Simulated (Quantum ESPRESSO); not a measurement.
## Co7Pd with and without spin polarisation

Does Co7Pd keep a moment from a parallel start?

Program: Quantum ESPRESSO 7.5. Level of theory: PBE; plane waves with GBRV 1.5 PBE potentials, no spin-orbit coupling. Results are calculated unless marked as measured.

## (1) The starting structure

Symmetry: P4/mmm, No. 123, tetragonal system. Conventional cell: a = 3.588 Å, b = 3.588 Å, c = 7.176 Å, α = 90.00°, β = 90.00°, γ = 90.00°. Nearest to Co lie 2 Pd at 2.54 Å and 10 Co at 2.54 Å. Nearest to Co lie 12 Co at 2.54 Å. Co has 12 Co at 2.54 Å nearest. Nearest to Co lie 8 Co at 2.54 Å and 4 Pd at 2.54 Å. Pd has 12 Co at 2.54 Å nearest. Farther neighbours are not listed.

The cell was typed by rule, not taken from a database of measured structures.

## (2) Run 1, typed as ferro +++++++

The signs are those of the starting moments on the seeded atoms, the atoms that are given a moment.

The input, pw.in:

```
&CONTROL
  calculation = 'scf'
  prefix = 'pwscf'
  outdir = './tmp'
  pseudo_dir = './pseudo'
  disk_io = 'nowf'
/
&SYSTEM
  ibrav = 0
  celldm(1) = 8
  nat = 8
  ntyp = 2
  ecutwfc = 40
  ecutrho = 280
  nbnd = 89
  occupations = 'smearing'
  smearing = 'fd'
  degauss = 0.00367493
  nspin = 2
  starting_magnetization(1) = 0.1
  starting_magnetization(2) = 0
/
&ELECTRONS
  conv_thr = 1.6d-08
  electron_maxstep = 150
  mixing_beta = 0.3
/
ATOMIC_SPECIES
Co     58.9332 co_pbe_v1.2.uspp.F.UPF
Pd    106.4200 pd_pbe_v1.4.uspp.F.UPF
CELL_PARAMETERS alat
   0.8475716938654    0.0000000000000    0.0000000000000
   0.0000000000000    0.8475716938654    0.0000000000000
   0.0000000000000    0.0000000000000    1.6951433877307
ATOMIC_POSITIONS crystal
Co      0.0000000000    0.0000000000    0.0000000000
Co      0.5000000000    0.5000000000    0.0000000000
Co      0.5000000000    0.0000000000    0.2500000000
Co      0.0000000000    0.5000000000    0.2500000000
Co      0.0000000000    0.0000000000    0.5000000000
Co      0.5000000000    0.5000000000    0.5000000000
Co      0.5000000000    0.0000000000    0.7500000000
Pd      0.0000000000    0.5000000000    0.7500000000
K_POINTS automatic
9 9 5 0 0 0
```

On the command line:

```sh
> OMP_NUM_THREADS=1 mpirun -n 4 pw.x -nk 4 -in pw.in > pw.out
```

What it wrote:

```text
Program PWSCF v.7.5 starts

     Message from routine setup:
     using ibrav=0 with symmetry is DISCOURAGED, use correct ibrav instead

     K-points division:     npool     =       4
     Subspace diagonalization in iterative solution of the eigenvalue problem:

     G-vector sticks info
     --------------------
     sticks:   dense  smooth     PW     G-vecs:    dense   smooth      PW
     Sum        1033     593    177                49449    21455    3541

     Using Slab Decomposition

     bravais-lattice index     =            0
     lattice parameter (alat)  =       8.0000  a.u.
     unit-cell volume          =     623.4897 (a.u.)^3
     number of atoms/cell      =            8
     number of atomic types    =            2
     number of electrons       =       135.00
     number of Kohn-Sham states=           89
     kinetic-energy cutoff     =      40.0000  Ry
     charge density cutoff     =     280.0000  Ry
     scf convergence threshold =      1.6E-08
     mixing beta               =       0.3000
     number of iterations used =            8  plain     mixing
     Exchange-correlation=  SLA  PW   PBX  PBC
                           (   1   4   3   4   0   0   0)

     celldm(1)=   8.000000  celldm(2)=   0.000000  celldm(3)=   0.000000
     celldm(4)=   0.000000  celldm(5)=   0.000000  celldm(6)=   0.000000

     crystal axes: (cart. coord. in units of alat)
               a(1) = (   0.847572   0.000000   0.000000 )
               a(2) = (   0.000000   0.847572   0.000000 )
               a(3) = (   0.000000   0.000000   1.695143 )

     reciprocal axes: (cart. coord. in units 2 pi/alat)
               b(1) = (  1.179841  0.000000  0.000000 )
               b(2) = (  0.000000  1.179841  0.000000 )
               b(3) = (  0.000000  0.000000  0.589921 )

     PseudoPot. # 1 for Co read from file:
     co_pbe_v1.2.uspp.F.UPF
     Pseudo is Ultrasoft + core correction, Zval = 17.0
     Generated by new atomic code, or converted to UPF format
     Using radial grid of  863 points,  6 beta functions with:
                l(1) =   0
                l(2) =   0
                l(3) =   1
                l(4) =   1
                l(5) =   2
                l(6) =   2
     Q(r) pseudized with  8 coefficients,  rinner =    1.200   1.200   1.200
                                                       1.200   1.200

     PseudoPot. # 2 for Pd read from file:
     pd_pbe_v1.4.uspp.F.UPF
     Pseudo is Ultrasoft + core correction, Zval = 16.0
     Generated by new atomic code, or converted to UPF format
     Using radial grid of  887 points,  6 beta functions with:
                l(1) =   0
                l(2) =   0
                l(3) =   1
                l(4) =   1
                l(5) =   2
                l(6) =   2
     Q(r) pseudized with  8 coefficients,  rinner =    1.130   1.130   1.130
                                                       1.130   1.130

     atomic species   valence    mass     pseudopotential
     Co               17.00    58.93320     Co( 1.00)
     Pd               16.00   106.42000     Pd( 1.00)

     Starting magnetic structure
     atomic species   magnetization
     Co              0.100
     Pd              0.000

     16 Sym. Ops., with inversion, found (12 have fractional translation)

   Cartesian axes

     site n.     atom                  positions (alat units)
         1        Co     tau(   1) = (   0.0000000   0.0000000   0.0000000  )
         2        Co     tau(   2) = (   0.4237858   0.4237858   0.0000000  )
         3        Co     tau(   3) = (   0.4237858   0.0000000   0.4237858  )
         4        Co     tau(   4) = (   0.0000000   0.4237858   0.4237858  )
         5        Co     tau(   5) = (   0.0000000   0.0000000   0.8475717  )
         6        Co     tau(   6) = (   0.4237858   0.4237858   0.8475717  )
         7        Co     tau(   7) = (   0.4237858   0.0000000   1.2713575  )
         8        Pd     tau(   8) = (   0.0000000   0.4237858   1.2713575  )

     number of k points=    45  Fermi-Dirac smearing, width (Ry)=  0.0037
                       cart. coord. in units 2pi/alat
        k(    1) = (   0.0000000   0.0000000   0.0000000), wk =   0.0024691
        k(    2) = (   0.0000000   0.0000000   0.1179841), wk =   0.0049383
        k(    3) = (   0.0000000   0.0000000   0.2359682), wk =   0.0049383
        k(    4) = (   0.0000000   0.1310935   0.0000000), wk =   0.0098765
        k(    5) = (   0.0000000   0.1310935   0.1179841), wk =   0.0197531
        [... 40 further k-points ...]

     Dense  grid:    49449 G-vectors     FFT dimensions: (  40,  40,  80)

     Smooth grid:    21455 G-vectors     FFT dimensions: (  30,  30,  60)

     Check: negative core charge=   -0.000045
     Generating pointlists ...
     new r_m :   0.2472 (alat units)  1.9778 (a.u.) for type    1
     new r_m :   0.2472 (alat units)  1.9778 (a.u.) for type    2

     Initial potential from superposition of free atoms

     starting charge     127.4999, renormalised to     135.0000

     negative rho (up, down):  4.136E-02 4.139E-02
     Starting wfcs are  103 randomized atomic wfcs

     Self-consistent Calculation

     iteration #  1     ecut=    40.00 Ry     beta= 0.30
     Davidson diagonalization with overlap
     ethr =  1.00E-02,  avg # of iterations =  2.4

     negative rho (up, down):  4.076E-02 4.087E-02

     total energy              =   -2274.72178742 Ry
     estimated scf accuracy    <      55.12765338 Ry

     total magnetization       =     6.00 Bohr mag/cell
     absolute magnetization    =     6.47 Bohr mag/cell

     iteration #  2     ecut=    40.00 Ry     beta= 0.30
     Davidson diagonalization with overlap
     ethr =  1.00E-02,  avg # of iterations =  3.2

     negative rho (up, down):  4.103E-02 4.114E-02

     total energy              =   -2270.57114977 Ry
     estimated scf accuracy    <     177.38006696 Ry

     total magnetization       =     0.74 Bohr mag/cell
     absolute magnetization    =     0.99 Bohr mag/cell

     iteration #  3     ecut=    40.00 Ry     beta= 0.30
     Davidson diagonalization with overlap
     ethr =  1.00E-02,  avg # of iterations =  2.9

     negative rho (up, down):  4.039E-02 4.059E-02

     total energy              =   -2284.87080301 Ry
     estimated scf accuracy    <      55.51835806 Ry

     total magnetization       =     5.99 Bohr mag/cell
     absolute magnetization    =     7.41 Bohr mag/cell

     [... further iterations left out ...]

     iteration # 21     ecut=    40.00 Ry     beta= 0.30
     Davidson diagonalization with overlap
     ethr =  1.00E-09,  avg # of iterations =  2.0

     negative rho (up, down):  4.161E-02 4.113E-02

     total energy              =   -2288.09168196 Ry
     estimated scf accuracy    <       0.00000026 Ry

     total magnetization       =    12.50 Bohr mag/cell
     absolute magnetization    =    13.79 Bohr mag/cell

     iteration # 22     ecut=    40.00 Ry     beta= 0.30
     Davidson diagonalization with overlap
     ethr =  1.95E-10,  avg # of iterations =  1.0

     negative rho (up, down):  4.161E-02 4.113E-02

     total energy              =   -2288.09168201 Ry
     estimated scf accuracy    <       0.00000005 Ry

     total magnetization       =    12.50 Bohr mag/cell
     absolute magnetization    =    13.79 Bohr mag/cell

     iteration # 23     ecut=    40.00 Ry     beta= 0.30
     Davidson diagonalization with overlap
     ethr =  3.79E-11,  avg # of iterations =  2.0

     negative rho (up, down):  4.161E-02 4.113E-02

     total energy              =   -2288.09168203 Ry
     estimated scf accuracy    <       0.00000004 Ry

     total magnetization       =    12.50 Bohr mag/cell
     absolute magnetization    =    13.79 Bohr mag/cell

     iteration # 24     ecut=    40.00 Ry     beta= 0.30
     Davidson diagonalization with overlap
     ethr =  3.08E-11,  avg # of iterations =  1.0

     negative rho (up, down):  4.161E-02 4.113E-02

     Magnetic moment per site  (integrated on atomic sphere of radius R)
     atom   1 (R=0.247)  charge= 15.6708  magn=  1.8265
     atom   2 (R=0.247)  charge= 15.6708  magn=  1.8265
     atom   3 (R=0.247)  charge= 15.6477  magn=  1.8224
     atom   4 (R=0.247)  charge= 15.6526  magn=  1.8033
     atom   5 (R=0.247)  charge= 15.6708  magn=  1.8265
     atom   6 (R=0.247)  charge= 15.6708  magn=  1.8265
     atom   7 (R=0.247)  charge= 15.6968  magn=  1.8138
     atom   8 (R=0.247)  charge= 14.0021  magn=  0.3370

     End of self-consistent calculation

     [... lines left out ...]
     the Fermi energy is    18.3835 ev

!    total energy              =   -2288.09168203 Ry
     estimated scf accuracy    <          9.9E-09 Ry
     smearing contrib. (-TS)   =      -0.00569701 Ry
     internal energy E=F+TS    =   -2288.08598502 Ry

     The total energy is F=E-TS. E is the sum of the following terms:
     one-electron contribution =   -1152.96620809 Ry
     hartree contribution      =     665.58402581 Ry
     xc contribution           =    -260.10822211 Ry
     ewald contribution        =   -1540.59558063 Ry

     total magnetization       =    12.50 Bohr mag/cell
     absolute magnetization    =    13.79 Bohr mag/cell

     convergence has been achieved in  24 iterations

=------------------------------------------------------------------------------=
   JOB DONE.
=------------------------------------------------------------------------------=
```

The job ended after 4.3 min (4 MPI ranks of Arm Neoverse V1, shared host; peak memory 0.84 GiB).

Spin moment in the atom's sphere by atom:

```
atom  spin moment in the atom's sphere (μB)
 Co1                                   1.83
 Co2                                   1.83
 Co3                                   1.82
 Co4                                   1.80
 Co5                                   1.83
 Co6                                   1.83
 Co7                                   1.81
 Pd8                                   0.34
```

This step gave:

```yaml
smearing_term_ts: 0.07751 eV
magnetization: 12.50 μB
absolute_magnetization: 13.79 μB
final_state: ferromagnetic
```

Spin density in the ac plane at fractional y = 0.500, with atoms of Co and Pd within 0.2 Å of it.

Ten even steps from '_' (0.0 e/Å³) to '@' (6.0 e/Å³), each cell a mean:
```
__________..==**--__________
____________......__________
____________________________
____________________________
____________________________
____________________________
____________________________
____________________________
____________________________
____________________________
__________..::==::__________
__________::**@@++..________
__________..==**--__________
____________......__________
____________________________
____________________________
==::______________________::
@@++..__________________::**
**--____________________..==
..________________________..
____________________________
____________________________
__________..::==::__________
__________::**@@++..________
```
Columns run along a (3.6 Å), rows up along c (7.2 Å). Atoms in or near the plane, at fractional coordinates: Co at (0.50, 0.00), Co at (0.00, 0.25), Co at (0.50, 0.50), Pd at (0.00, 0.75).

Valence density in the ac plane at fractional y = 0.500, with atoms of Co and Pd within 0.2 Å of it. It is the smooth field of the valence electrons, not physical close to the nuclei.

Ten steps, logarithmic in the rise over the least value, from '_' (-3 e/Å³) to '@' (43 e/Å³), each cell a mean:
```
========++**%%@@%%**========
==========++******++========
============================
**++++==================++++
####**++==============++**##
__****++==============++##**
**##**++==============++**##
****++================++++**
++++======================++
==========++++++++==========
========++**##%%##++========
========++##@@@@%%**++======
========++**%%@@%%**========
==========++******++========
============================
++++====================++++
%%##++================++**##
@@%%**++==============++##@@
@@%%**================++**%%
****++==================++**
============================
==========++++++++==========
========++**##%%##++========
========++##@@@@%%**++======
```
Columns run along a (3.6 Å), rows up along c (7.2 Å). Atoms in or near the plane, at fractional coordinates: Co at (0.50, 0.00), Co at (0.00, 0.25), Co at (0.50, 0.50), Pd at (0.00, 0.75).

## (3) Start 2: no spin polarisation

Edit pw.in of step 2 so:

```diff
@@ -14,3 +14,3 @@
   ecutrho = 280
-  nbnd = 89
+  nbnd = 83
   occupations = 'smearing'
@@ -18,5 +18,2 @@
   degauss = 0.00367493
-  nspin = 2
-  starting_magnetization(1) = 0.1
-  starting_magnetization(2) = 0
 /
```

What it wrote:

```text
[banner, memory and clock lines left out]
Program PWSCF v.7.5 starts

     Message from routine setup:
     using ibrav=0 with symmetry is DISCOURAGED, use correct ibrav instead

     bravais-lattice index     =            0
     lattice parameter (alat)  =       8.0000  a.u.
     unit-cell volume          =     623.4897 (a.u.)^3
     number of atoms/cell      =            8
     number of atomic types    =            2
     number of electrons       =       135.00
     number of Kohn-Sham states=           83
     kinetic-energy cutoff     =      40.0000  Ry
     charge density cutoff     =     280.0000  Ry
     scf convergence threshold =      1.6E-08
     mixing beta               =       0.3000
     number of iterations used =            8  plain     mixing
     Exchange-correlation=  SLA  PW   PBX  PBC
                           (   1   4   3   4   0   0   0)

     celldm(1)=   8.000000  celldm(2)=   0.000000  celldm(3)=   0.000000
     celldm(4)=   0.000000  celldm(5)=   0.000000  celldm(6)=   0.000000

     crystal axes: (cart. coord. in units of alat)
               a(1) = (   0.847572   0.000000   0.000000 )
               a(2) = (   0.000000   0.847572   0.000000 )
               a(3) = (   0.000000   0.000000   1.695143 )

     reciprocal axes: (cart. coord. in units 2 pi/alat)
               b(1) = (  1.179841  0.000000  0.000000 )
               b(2) = (  0.000000  1.179841  0.000000 )
               b(3) = (  0.000000  0.000000  0.589921 )

     PseudoPot. # 1 for Co read from file:
     co_pbe_v1.2.uspp.F.UPF
     Pseudo is Ultrasoft + core correction, Zval = 17.0

     PseudoPot. # 2 for Pd read from file:
     pd_pbe_v1.4.uspp.F.UPF
     Pseudo is Ultrasoft + core correction, Zval = 16.0

     atomic species   valence    mass     pseudopotential
     Co               17.00    58.93320     Co( 1.00)
     Pd               16.00   106.42000     Pd( 1.00)

     16 Sym. Ops., with inversion, found (12 have fractional translation)

   Cartesian axes

     site n.     atom                  positions (alat units)
         1        Co     tau(   1) = (   0.0000000   0.0000000   0.0000000  )
         2        Co     tau(   2) = (   0.4237858   0.4237858   0.0000000  )
         3        Co     tau(   3) = (   0.4237858   0.0000000   0.4237858  )
         4        Co     tau(   4) = (   0.0000000   0.4237858   0.4237858  )
         5        Co     tau(   5) = (   0.0000000   0.0000000   0.8475717  )
         6        Co     tau(   6) = (   0.4237858   0.4237858   0.8475717  )
         7        Co     tau(   7) = (   0.4237858   0.0000000   1.2713575  )
         8        Pd     tau(   8) = (   0.0000000   0.4237858   1.2713575  )

     number of k points=    45  Fermi-Dirac smearing, width (Ry)=  0.0037
                       cart. coord. in units 2pi/alat
        k(    1) = (   0.0000000   0.0000000   0.0000000), wk =   0.0049383
        k(    2) = (   0.0000000   0.0000000   0.1179841), wk =   0.0098765
        k(    3) = (   0.0000000   0.0000000   0.2359682), wk =   0.0098765
        k(    4) = (   0.0000000   0.1310935   0.0000000), wk =   0.0197531
        k(    5) = (   0.0000000   0.1310935   0.1179841), wk =   0.0395062
        [... 40 further k-points ...]

     Dense  grid:    49449 G-vectors     FFT dimensions: (  40,  40,  80)

     Smooth grid:    21455 G-vectors     FFT dimensions: (  30,  30,  60)

     Check: negative core charge=   -0.000045

     Initial potential from superposition of free atoms

     starting charge     127.4999, renormalised to     135.0000

     negative rho (up, down):  8.275E-02 0.000E+00
     Starting wfcs are  103 randomized atomic wfcs

     Self-consistent Calculation

     iteration #  1     ecut=    40.00 Ry     beta= 0.30
     Davidson diagonalization with overlap
     ethr =  1.00E-02,  avg # of iterations =  2.2

     negative rho (up, down):  8.161E-02 0.000E+00

     total energy              =   -2273.88416088 Ry
     estimated scf accuracy    <      56.74728925 Ry

     iteration #  2     ecut=    40.00 Ry     beta= 0.30
     Davidson diagonalization with overlap
     ethr =  1.00E-02,  avg # of iterations =  3.2

     negative rho (up, down):  8.220E-02 0.000E+00

     total energy              =   -2271.19165669 Ry
     estimated scf accuracy    <     188.68886098 Ry

     [... further iterations left out ...]

     iteration # 19     ecut=    40.00 Ry     beta= 0.30
     Davidson diagonalization with overlap
     ethr =  1.05E-09,  avg # of iterations =  1.0

     negative rho (up, down):  8.281E-02 0.000E+00

     total energy              =   -2287.93230943 Ry
     estimated scf accuracy    <       0.00000046 Ry

     iteration # 20     ecut=    40.00 Ry     beta= 0.30
     Davidson diagonalization with overlap
     ethr =  3.42E-10,  avg # of iterations =  1.0

     negative rho (up, down):  8.281E-02 0.000E+00

     End of self-consistent calculation

     [... lines left out ...]
     the Fermi energy is    18.0838 ev

!    total energy              =   -2287.93230944 Ry
     estimated scf accuracy    <          8.0E-09 Ry
     smearing contrib. (-TS)   =      -0.01248589 Ry
     internal energy E=F+TS    =   -2287.91982355 Ry

     The total energy is F=E-TS. E is the sum of the following terms:
     one-electron contribution =   -1153.06084878 Ry
     hartree contribution      =     665.21571620 Ry
     xc contribution           =    -259.47911034 Ry
     ewald contribution        =   -1540.59558063 Ry

     convergence has been achieved in  20 iterations
```

Elapsed: 1.8 min, on 4 MPI ranks; peak memory 0.58 GiB.

Read from the output:

| Property | Result |
| --- | --- |
| smearing term TS | 0.1699 eV |
| final state | non-magnetic (no spin polarisation) |

## (4) The states side by side

An order is kept where moments of 0.15 μB or more survive with the typed signs; meshes match where a doubled cell samples the same k points as the first cell.

Orders:

```
               start    final state  typed order kept  energy over the lowest (meV a seeded atom)  largest site moment (μB)  net moment (μB a cell of the first run)  mesh matched  CPU time (s)
       ferro +++++++  ferromagnetic               yes                                           0                     1.826                                     12.5           yes          1029
no spin polarisation   non-magnetic                 -                                       309.8                         0                                        0           yes         426.3
```

## (5) Results

```json
{
 "state found": "ferromagnetic (from ferro +++++++)",
 "largest site moment": "1.83 μB",
 "state without moments": "310 meV a seeded atom higher"
}
```

What this shows: No opposed start was run, so this says nothing of the order that the crystal takes. The cell was built by rule and the atoms were not relaxed, which can move these energies.

[Logs and program files are shortened in this print: banners, set-up blocks, solver, clock and traceback lines can be left out without a mark of their own.]

[Logs are printed without paths, hosts, clocks, repeated set-up lines and the standing remarks that a program may print on its own settings, such as how far it seeks lower states.]

[Hosts, paths, dates, database ids (printed as entryN), source tags and the programs' standing remarks are cut or masked in the printed files.]

[Where a cell is said to come from a database of computed structures, the database is the Materials Project.]
